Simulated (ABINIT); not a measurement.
## How SrO absorbs and reflects light

Aim: the dielectric function of SrO, and the optical constants that follow from it. The cell comes from an older database entry, whose edges can differ from later determinations, mostly by under a per cent.

Method: DFT, PBE, plane waves with norm-conserving potentials (PseudoDojo 0.4.1), scalar-relativistic, independent-particle linear optical response without local fields, in ABINIT 10.8.3.

The database entry behind the starting cell differs from later determinations by our own check (about 0.5 % short), so it need not match the best structure at ambient conditions.

### Step 1. Set-up

The structure is cubic, space group Fm-3m (No. 225). The conventional cell has a = 5.133 Å, b = 5.133 Å, c = 5.133 Å, α = 90.00°, β = 90.00°, γ = 90.00°. Nearest to Sr lie 6 O at 2.57 Å. O has 6 Sr at 2.57 Å nearest. Farther neighbours and most contacts between anions are not listed.

### Step 2. Ground state, bands and velocity matrix elements

The self-consistent density comes first; it also tells whether there is a gap, which decides the occupations and the need for a Drude term.

This step: DFT, PBE, plane waves with norm-conserving potentials (PseudoDojo 0.4.1), scalar-relativistic, ground state, bands at fixed density and velocity matrix elements (ABINIT 10.8.3).

Input file run.abi:

```
# ground state, bands on a dense mesh, and the derivatives d/dk of the wave functions
ndtset 3

ngkpt1 8 8 8
shiftk1 0.0 0.0 0.0
tolvrs1 1.0d-12
nband1 12
prtden1 1

iscf2 -2
getden2 1
ngkpt2 11 11 11
shiftk2 0.0 0.0 0.0
kptopt2 1
nband2 24
nbdbuf2 4
tolwfr2 1.0d-14

optdriver3 8
wfk_task3 "wfk_ddk"
prtevk3 1
getwfk3 2
getden3 1
iscf3 -2
ngkpt3 11 11 11
shiftk3 0.0 0.0 0.0
kptopt3 1
nband3 24

nshiftk 1
occopt 3
tsmear 0.001837
ecut 45.0
nstep 80
iomode 3
chksymbreak 0
chkprim 0
chksymtnons 0
acell 3*1.0 Angstrom
rprim
  0.000000000000 2.566300000000 2.566300000000
  2.566300000000 0.000000000000 2.566300000000
  2.566300000000 2.566300000000 0.000000000000
natom 2
ntypat 2
znucl 38 8
typat 1 2
xred
  0.500000000000 0.500000000000 0.500000000000
  0.000000000000 0.000000000000 0.000000000000
pseudos "Sr.upf, O.upf"
```

Run with:

```console
> mpirun -n 4 abinit run.abi
```

Numbers of over 12 decimals in the logs are rounded to 6 here.

Output:

```text
DATASET    1 : space group Fm -3 m (#225); Bravais cF (face-center cubic)
 DATASET    2 : space group Fm -3 m (#225); Bravais cF (face-center cubic)
 DATASET    3 : space group Fm -3 m (#225); Bravais cF (face-center cubic)
            ngfft          45      45      45
                         0.04688    0.04688    0.04688    0.04688    0.04688    0.02344
                         0.01172    0.04688    0.04688    0.04688    0.02344    0.01172
                         0.04688    0.02344    0.00586    0.04688    0.09375    0.04688
                         0.04688    0.09375    0.04688    0.02344    0.01172
                         0.00451    0.01803    0.01803    0.01803    0.01803    0.01803
                         0.01803    0.01803    0.01803    0.00902    0.00451    0.01803
                         0.01803    0.01803    0.01803    0.01803    0.01803    0.00902
                         0.00451    0.01803    0.01803    0.01803    0.01803    0.00902
                         0.00451    0.01803    0.01803    0.00902    0.00451    0.00902
                         0.01803    0.03606    0.03606    0.03606    0.01803    0.03606
                         0.03606    0.03606    0.03606    0.01803    0.01803    0.03606
                         0.00451    0.01803    0.01803    0.01803    0.01803    0.01803
                         0.01803    0.01803    0.01803    0.00902    0.00451    0.01803
                         0.01803    0.01803    0.01803    0.01803    0.01803    0.00902
                         0.00451    0.01803    0.01803    0.01803    0.01803    0.00902
                         0.00451    0.01803    0.01803    0.00902    0.00451    0.00902
                         0.01803    0.03606    0.03606    0.03606    0.01803    0.03606
[...]
== DATASET  1 ==================================================================
 Real(R)+Recip(G) space primitive vectors, cartesian coordinates (Bohr,Bohr^-1):
 R(1)=  0.0000000  4.8496042  4.8496042  G(1)= -0.1031012  0.1031012  0.1031012
 R(2)=  4.8496042  0.0000000  4.8496042  G(2)=  0.1031012 -0.1031012  0.1031012
 R(3)=  4.8496042  4.8496042  0.0000000  G(3)=  0.1031012  0.1031012 -0.1031012
 Unit cell volume ucvol=  2.2811239E+02 bohr^3
 Angles (23,13,12)=  6.00000000E+01  6.00000000E+01  6.00000000E+01 degrees
 getcut: wavevector=  0.0000  0.0000  0.0000  ngfft=  45  45  45
     iter   Etot(hartree)      deltaE(h)  residm     vres2
 ETOT  1  -50.684825637099    -5.068E+01 6.720E-02 1.417E+03
 ETOT  2  -50.345765002938     3.391E-01 2.381E-02 3.458E+03
 ETOT  3  -50.877030866477    -5.313E-01 8.200E-03 9.283E+01
 ETOT  4  -50.890964613943    -1.393E-02 1.387E-03 3.648E+00
 ETOT  5  -50.890781545947     1.831E-04 1.969E-03 3.511E+00
 ETOT  6  -50.891259297688    -4.778E-04 3.164E-03 2.706E-01
 ETOT  7  -50.891295713869    -3.642E-05 1.218E-03 5.136E-03
 ETOT  8  -50.891296285647    -5.718E-07 5.871E-04 1.120E-04
 ETOT  9  -50.891296303591    -1.794E-08 8.075E-04 5.329E-06
 ETOT 10  -50.891296304485    -8.941E-10 3.177E-04 3.843E-08
 ETOT 11  -50.891296304490    -4.668E-12 3.670E-04 7.289E-10
 ETOT 12  -50.891296304491    -1.315E-12 1.337E-04 6.408E-13
 At SCF step   12       vres2   =  6.41E-13 < tolvrs=  1.00E-12 =>converged.
 Cartesian components of stress tensor (hartree/bohr^3)
  sigma(1 1)= -1.06129692E-04  sigma(3 2)=  0.00000000E+00
  sigma(2 2)= -1.06129692E-04  sigma(3 1)=  0.00000000E+00
  sigma(3 3)= -1.06129692E-04  sigma(2 1)=  0.00000000E+00
 Mean square residual over all n,k,spin=   41.631E-08; max=  13.365E-05
 Fermi (or HOMO) energy (hartree) =   0.28076   Average Vxc (hartree)=  -0.37764
 Eigenvalues (hartree) for nkpt=  29  k points:
 kpt#   1, nband= 12, wtk=  0.00195, kpt=  0.0000  0.0000  0.0000 (reduced coord)
  -0.97300   -0.33821   -0.29783   -0.29783   -0.29783    0.21401    0.21401    0.21401
   0.36316    0.44486    0.44486    0.44486
   2.00000    2.00000    2.00000    2.00000    2.00000    2.00000    2.00000    2.00000
   0.00000    0.00000    0.00000    0.00000
kinetic             :  2.03173763524605E+01
hartree             :  8.30286473907495E+00
xc                  : -1.26490848854956E+01
Ewald energy        : -3.88850906101932E+01
psp_core            :  1.33530693358181E+00
local_psp           : -3.18445692960421E+01
non_local_psp       :  2.53190046212224E+00
internal            : -5.08912963044914E+01
'-kT*entropy'       :  1.25295289562740E-15
total_energy        : -5.08912963044914E+01
total_energy_eV     : -1.38482272030018E+03
 Cartesian components of stress tensor (hartree/bohr^3)
  sigma(1 1)= -1.06129692E-04  sigma(3 2)=  0.00000000E+00
  sigma(2 2)= -1.06129692E-04  sigma(3 1)=  0.00000000E+00
  sigma(3 3)= -1.06129692E-04  sigma(2 1)=  0.00000000E+00
-Cartesian components of stress tensor (GPa)         [Pressure=  3.1224E+00 GPa]
== DATASET  2 ==================================================================
 Real(R)+Recip(G) space primitive vectors, cartesian coordinates (Bohr,Bohr^-1):
 R(1)=  0.0000000  4.8496042  4.8496042  G(1)= -0.1031012  0.1031012  0.1031012
 R(2)=  4.8496042  0.0000000  4.8496042  G(2)=  0.1031012 -0.1031012  0.1031012
 R(3)=  4.8496042  4.8496042  0.0000000  G(3)=  0.1031012  0.1031012 -0.1031012
 Unit cell volume ucvol=  2.2811239E+02 bohr^3
 Angles (23,13,12)=  6.00000000E+01  6.00000000E+01  6.00000000E+01 degrees
 getcut: wavevector=  0.0000  0.0000  0.0000  ngfft=  45  45  45
 Mean square residual over all n,k,spin=   42.867E-16; max=  99.960E-16
 Eigenvalues (hartree) for nkpt=  56  k points:
 kpt#   1, nband= 24, wtk=  0.00075, kpt=  0.0000  0.0000  0.0000 (reduced coord)
  -0.97300   -0.33821   -0.29783   -0.29783   -0.29783    0.21401    0.21401    0.21401
   0.36316    0.44486    0.44486    0.44486    0.52513    0.52513    0.67381    1.06695
   1.06695    1.06695    1.13937    1.13937    1.13937    1.22838    1.22838    1.22838
== DATASET  3 ==================================================================
            ngfft          45      45      45
[...]
0.04688    0.09375    0.04688    0.02344    0.01172
[...]
0.03606    0.03606    0.03606    0.01803    0.01803    0.03606
                         0.00451    0.01803    0.01803    0.01803    0.01803    0.01803
                         0.01803    0.01803    0.01803    0.00902    0.00451    0.01803
                         0.01803    0.01803    0.01803    0.01803    0.01803    0.00902
                         0.00451    0.01803    0.01803    0.01803    0.01803    0.00902
                         0.00451    0.01803    0.01803    0.00902    0.00451    0.00902
                         0.01803    0.03606    0.03606    0.03606    0.01803    0.03606
                         0.03606    0.03606    0.03606    0.01803    0.01803    0.03606
[shortened to cell, iterations, levels, energies and stress; the echo of variables, forces, comments, warnings and credits are left out]
```

Run time: 39 s. Hardware: 4 MPI ranks of Arm Neoverse V2, shared host; peak memory 0.11 GiB.

Read-outs, printed or worked out from the files:

* total energy: -50.89 Ha
* gap on the k-mesh: 3.358 eV
* direct gap on the mesh: 3.438 eV

There is a gap, 3.36 eV on this mesh (points off the mesh can give less), so no carriers' term is needed.

### Step 3. Optical response

The spectrum is a sum over vertical transitions between filled and empty bands at the fixed density, so many empty bands are needed.

This step: DFT, PBE, plane waves with norm-conserving potentials (PseudoDojo 0.4.1), scalar-relativistic, independent-particle linear optical response without local fields (ABINIT 10.8.3).

Input file optic.abi:

```
&FILES
 ddkfile_1 = 'runo_DS3_1_EVK.nc',
 ddkfile_2 = 'runo_DS3_2_EVK.nc',
 ddkfile_3 = 'runo_DS3_3_EVK.nc',
 wfkfile = 'runo_DS2_WFK.nc'
/
&PARAMETERS
 broadening = 0.001470,
 domega = 0.0014700,
 maxomega = 0.58799,
 scissor = 0.0,
 tolerance = 0.002,
 nband_sum = 20
/
&COMPUTATIONS
 num_lin_comp = 1,
 lin_comp = 11,
 num_nonlin_comp = 0,
 num_linel_comp = 0,
 num_nonlin2_comp = 0
/
```

Run with:

```console
> optic optic.abi
```

Output:

```text

 OPTIC has originally been developed by
 S. Sharma, J. K. Dewhurst and C. Ambrosch-Draxl, Phys. Rev. B 67, 165332 (2003), and
 S. Sharma and C. Ambrosch-Draxl, Physica Scripta T 109 (2004).

 rprimd(bohr)      =   0.00000   4.84960   4.84960
                       4.84960   0.00000   4.84960
                       4.84960   4.84960   0.00000
 natom             =       2
 nkpt,mband        =      56      24
 ecut              =  45.00000 Ha
 newocc: new Fermi energy is       0.264056 , with nelect=     16.000000, Number of bisection calls: 5
 Fermi level: 7.1853  (eV)

 fermie            =   0.26406 Ha   7.18532 eV
 Scissor shift     =   0.00000 Ha
 Tolerance on closeness to singularities     =   0.00200 Ha
 Smearing factor      =   0.00147 Ha
 Will use the antiresonant approximation (meaning that the antiresonant terms are neglected)
 Will not perform the bands decomposition
 linear coeffs to be calculated :
 11
 non-linear coeffs to be calculated :

 electronic part of electro-optic coeffs to be calculated :

 non-linear coeffs (V2) to be calculated :

 linear optic matrix elements will be printed :0
 optic : Call pmat2cart
 No scissor shift to be applied. Returning to main optic routine.
 optic : Call linopt
  linopt            1           1
 calculated the component:           1           1   of dielectric function
  with broadening:         (0.000000,1.46999999999999995E-003)
 and scissors shift:   0.000000
 energy window:   57.480312      eV   2.112363      Ha
 optic : Call nlinopt
 optic : Call linelop
 optic : Call nonlinopt

================================================================================

 Calculation completed.
-
program: optic
version: 10.8.3
start_datetime:
end_datetime:
overall_cpu_time:           0.1
overall_wall_time:           0.1
mpi_procs: 1
omp_threads: 1
...
```

Elapsed: 0.58 s, on 1 thread; peak memory 0.05 GiB.

Read-outs, printed or worked out from the files:

* electronic dielectric constant ε∞, mean over x, y and z (by symmetry where fewer were run): 3.865
* centre of weight of the strongest loss peak in the window: 12.30 eV

The Im ε, E ∥ x has structure finer than the step of the table below, so its rows give means over 0.5 eV, whole bins alone (the curve runs from 0.0400 to 15.9 eV). Peaks (eV: height): 6.96: 4.61, 7.64: 5.83, 7.88: 5.13, 8.28: 4.67, 9.20: 5.56, 9.44: 8.18, 10.32: 4.53.

Sum at mesh points, not converged in k; values under the direct gap are tails of Lorentzian lines. Im ε, E ∥ x against photon energy; means over each step:

| photon energy (eV) | Im ε, E ∥ x |
| --- | --- |
| 0.5 | 0.00215 |
| 1.0 | 0.00454 |
| 1.5 | 0.00752 |
| 2.0 | 0.0118 |
| 2.5 | 0.0192 |
| 3.0 | 0.0424 |
| 3.5 | 0.463 |
| 4.0 | 1.23 |
| 4.5 | 1.96 |
| 5.0 | 2.04 |
| 5.5 | 2.28 |
| 6.0 | 2.99 |
| 6.5 | 2.60 |
| 7.0 | 3.37 |
| 7.5 | 3.76 |
| 8.0 | 3.71 |
| 8.5 | 2.89 |
| 9.0 | 3.80 |
| 9.5 | 5.43 |
| 10.0 | 3.47 |
| 10.5 | 3.39 |
| 11.0 | 2.36 |
| 11.5 | 1.77 |
| 12.0 | 1.33 |
| 12.5 | 0.785 |
| 13.0 | 0.521 |
| 13.5 | 1.85 |
| 14.0 | 1.35 |
| 14.5 | 1.27 |
| 15.0 | 0.718 |
| 15.5 | 0.478 |

The reflectivity at normal incidence, E ∥ x has structure finer than the step of the table below, so its rows give means over 0.5 eV, whole bins alone (the curve runs from 0.0400 to 15.9 eV). Peaks (eV: height): 7.64: 27.9, 9.48: 36.8, 9.76: 34.5, 10.44: 30.8, 10.92: 29.1, 11.56: 34.7, 11.96: 28.1.

Sum at mesh points, not converged in k. Reflectivity at normal incidence, E ∥ x against photon energy; means over each step:

| photon energy (eV) | reflectivity at normal incidence, E ∥ x (%) |
| --- | --- |
| 0.5 | 10.7 |
| 1.0 | 10.8 |
| 1.5 | 11.1 |
| 2.0 | 11.5 |
| 2.5 | 12.2 |
| 3.0 | 13.4 |
| 3.5 | 15.7 |
| 4.0 | 15.7 |
| 4.5 | 16.5 |
| 5.0 | 16.7 |
| 5.5 | 16.0 |
| 6.0 | 18.3 |
| 6.5 | 15.4 |
| 7.0 | 18.5 |
| 7.5 | 19.5 |
| 8.0 | 19.2 |
| 8.5 | 15.7 |
| 9.0 | 19.4 |
| 9.5 | 29.6 |
| 10.0 | 23.8 |
| 10.5 | 26.9 |
| 11.0 | 24.4 |
| 11.5 | 26.6 |
| 12.0 | 18.9 |
| 12.5 | 9.29 |
| 13.0 | 2.54 |
| 13.5 | 12.4 |
| 14.0 | 7.79 |
| 14.5 | 10.4 |
| 15.0 | 5.53 |
| 15.5 | 1.68 |

The loss function −Im 1/ε at q → 0, E ∥ x has structure finer than the step of the table below, so its rows give means over 0.5 eV, whole bins alone (the curve runs from 0.0400 to 15.9 eV). Peaks (eV: height): 11.72: 1.22, 12.16: 1.19, 12.56: 1.32, 14.40: 0.937, 14.84: 1.07, 15.20: 0.868, 15.40: 0.713.

Sum at mesh points, not converged in k; values under the direct gap are tails of Lorentzian lines. Loss function −Im 1/ε at q → 0, E ∥ x against energy loss; means over each step:

| energy loss (eV) | loss function −Im 1/ε at q → 0, E ∥ x |
| --- | --- |
| 0.5 | 1.4e-4 |
| 1.0 | 3.0e-4 |
| 1.5 | 4.7e-4 |
| 2.0 | 6.9e-4 |
| 2.5 | 0.00104 |
| 3.0 | 0.00193 |
| 3.5 | 0.0156 |
| 4.0 | 0.0452 |
| 4.5 | 0.0717 |
| 5.0 | 0.0726 |
| 5.5 | 0.0946 |
| 6.0 | 0.100 |
| 6.5 | 0.129 |
| 7.0 | 0.125 |
| 7.5 | 0.153 |
| 8.0 | 0.169 |
| 8.5 | 0.211 |
| 9.0 | 0.148 |
| 9.5 | 0.165 |
| 10.0 | 0.282 |
| 10.5 | 0.296 |
| 11.0 | 0.423 |
| 11.5 | 0.590 |
| 12.0 | 0.781 |
| 12.5 | 1.03 |
| 13.0 | 0.272 |
| 13.5 | 0.430 |
| 14.0 | 0.506 |
| 14.5 | 0.672 |
| 15.0 | 0.801 |
| 15.5 | 0.410 |

Optical constants at common wavelengths, from n + ik = √ε:

| wavelength (nm) | n | k | R (%) | 1/α |
| --- | --- | --- | --- | --- |
| 1550 | 1.97 | 0.001 | 10.7 | 138 µm |
| 1064 | 1.98 | 0.001 | 10.9 | 62 µm |
| 800 | 2.00 | 0.002 | 11.1 | 33 µm |
| 633 | 2.02 | 0.003 | 11.5 | 18 µm |
| 532 | 2.06 | 0.004 | 11.9 | 11 µm |
| 450 | 2.11 | 0.006 | 12.7 | 5.9 µm |
| 365 | 2.32 | 0.097 | 15.9 | 299 nm |

Below the direct gap, k and the depth come from the tails of the Lorentzian lines, not from transitions.

Rows near the edge hang on the gap, which this functional as a rule makes too small, and phonon-assisted absorption is left out.

### Step 4. Summary of results

```yaml
electronic_dielectric_constant_eps_infinity_mean_over_x_y_and_z_by_symmetry_where_fewer_were_run_independent_particles: 3.86
centre_of_weight_of_the_strongest_loss_peak_in_the_window_first_axis: 12.3 eV
```

At this level (PBE, independent particles) SrO has ε∞ = 3.86 and n = 1.97 at 1550 nm. On the mesh the gap is 3.36 eV and the least direct gap 3.44 eV, so on this mesh the band edges lie at different points. Excitons and phonon-assisted transitions are missing, and so are local fields; PBE gaps are as a rule too small, which pulls the onset down and ε∞ up. The sum runs over mesh points 0.19 Å⁻¹ apart with no interpolation, so peaks are partly noise of the mesh and static values carry its error.

[Logs are printed without paths, hosts, clocks, repeated set-up lines and the standing remarks that a program may print on its own settings, such as how far it seeks lower states.]

[Hosts, paths, dates, database ids (printed as entryN), source tags and the programs' standing remarks are cut or masked in the printed files.]
